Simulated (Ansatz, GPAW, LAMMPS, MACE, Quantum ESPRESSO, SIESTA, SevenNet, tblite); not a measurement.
**Other levels on glassy 39BaO-61TiO2 (mol %) (94 atoms)**

Density of this cell: 4.47 g/cm³. The cell holds 94 atoms: 14 Ba, 22 Ti and 58 O. Cell: a = 11.321 Å, b = 11.321 Å, c = 11.321 Å, α = 90.0°, β = 90.0°, γ = 90.0°. 94 atoms (14 Ba, 22 Ti, 58 O) placed at random at 4.7 g/cm³, melted at 4000 K for 10 ps at fixed volume with the Morse and Coulomb pair potential with partial charges (Pedone, Malavasi, Menziani, Cormack and Segre, J. Phys. Chem. B 110, 11780 (2006)). Quenched from 4000 K to 300 K at 50 K/ps and fixed volume, held 10 ps at zero pressure, then minimised at fixed cell.

Geometry: as built.

The reference, a calculation:

```
method                                           : Kohn-Sham DFT, PBE, SSSP efficiency 1.3.0 pseudopotentials, plane waves (Quantum ESPRESSO 7.5); sssp-pbe-1.3.0-efficiency, cutoffs 60/480 Ry, Γ point
r.m.s. force component                           : 0.7144 eV/Å
longest force                                    : 2.612 eV/Å
pressure                                         : 2.873 GPa
gap (highest filled to lowest empty level) : 2.464 eV
time                                             : 11 min on 4 MPI ranks of Arm Neoverse V1, shared host
CPU time                                         : 43 min
```

Q: Estimate the differences from the reference, the CPU time and the memory of each run.
- GPAW PBE, LCAO dzp, h 0.18 Å (GPAW 26.7.0; 1 thread)
- MACE MP-0b3 medium potential (MACE MP-0b3 medium; 1 thread)
- GPAW PBE, LCAO dzp, h 0.18 Å, other mixer settings (GPAW 26.7.0; 2 MPI ranks)
- SIESTA PBE, DZP, shift 0.01 Ry, mesh 500 Ry (SIESTA 5.4.2; 4 MPI ranks)
- SIESTA PBE, SZ, shift 0.02 Ry, mesh 500 Ry (SIESTA 5.4.2; 1 thread)
- MACE MP-0b2 small potential (MACE MP-0b2 small; 1 thread)
- GPAW PBE, LCAO dzp, h 0.22 Å (GPAW 26.7.0; 1 thread)
- SevenNet l3i5 potential (SevenNet l3i5; 1 thread)
- SIESTA PBE, DZ, shift 0.01 Ry, mesh 500 Ry (SIESTA 5.4.2; 2 MPI ranks)

Differences are against the plane-wave reference, forces as r.m.s. over components; share is that over the reference's r.m.s. force, slope the least-squares factor from reference forces to these. Total energies of different programs have different zeros and aren't compared.

```tsv
run	Δ force, r.m.s. (meV/Å)	share (%)	slope	Δ pressure (GPa)	Δ gap (eV)	cores	CPU time	memory (GiB)
reference	-	-	-	-	-	4	43 min	4.7
GPAW PBE, LCAO dzp, h 0.18 Å	170	23.7	1.163	-	-0.101	1	20 min	2.9
MACE MP-0b3 medium potential	98.7	13.8	1.019	1.13	-	1	9.3 s	1.0
GPAW PBE, LCAO dzp, h 0.18 Å, other mixer settings	170	23.8	1.164	-	-0.102	2	25 min	3.3
SIESTA PBE, DZP, shift 0.01 Ry, mesh 500 Ry	198	27.7	1.127	0.815	-0.255	4	8.3 min	2.9
SIESTA PBE, SZ, shift 0.02 Ry, mesh 500 Ry (coarse)	563	78.8	0.779	-14.4	-1.02	1	2.4 min	1
MACE MP-0b2 small potential	118	16.6	0.990	1.26	-	1	7.2 s	0.66
GPAW PBE, LCAO dzp, h 0.22 Å (coarse)	230	32.2	1.192	-	-0.102	1	11 min	1.7
SevenNet l3i5 potential	87.9	12.3	1.026	1.08	-	1	11 s	1.4
SIESTA PBE, DZ, shift 0.01 Ry, mesh 500 Ry (coarse)	274	38.3	1.239	-4.32	-0.299	2	3.7 min	1.7
```

Rows marked coarse were listed beforehand as settings not expected to be converged; some can still land near the reference.

Times of the machine-learned potentials are mostly Python's start and the loading of weights.

CPU time is summed over cores on a shared host, where runs went side by side, so it is rough. Symmetry, cutoffs, thresholds, outputs and thread counts weren't matched or tuned between programs; memory under MPI is the largest rank's times the ranks.

The PBE runs in local orbitals, coarse settings apart, differ by 24 % (GPAW PBE, LCAO dzp, h 0.18 Å) to 28 % (SIESTA PBE, DZP, shift 0.01 Ry, mesh 500 Ry); basis, grid and potentials can all enter. Machine-learned potentials differ by 12 % (SevenNet l3i5 potential) to 17 % (MACE MP-0b2 small potential); they were trained on other programs' data. Runs with settings chosen to be coarse differ by 32 % (GPAW PBE, LCAO dzp, h 0.22 Å) to 79 % (SIESTA PBE, SZ, shift 0.02 Ry, mesh 500 Ry), their programs' other errors included. Of the electronic-structure runs that take under half the reference's CPU time, GPAW PBE, LCAO dzp, h 0.18 Å comes nearest, at 24 % in 20 min against 43 min. Machine-learned potentials mimic data converged in k, so the reference's own k-point error enters their differences. The network of bonds at the start is that of the classical potential that made the cell, and needn't be the one that DFT or experiment would give. The electronic-structure runs sample only Γ, in a cell whose shortest periodic width is 11 Å.

[Logs are printed without paths, hosts, clocks, repeated set-up lines and the standing remarks that a program may print on its own settings, such as how far it seeks lower states.]

[Hosts, paths, dates, database ids (printed as entryN), source tags and the programs' standing remarks are cut or masked in the printed files.]
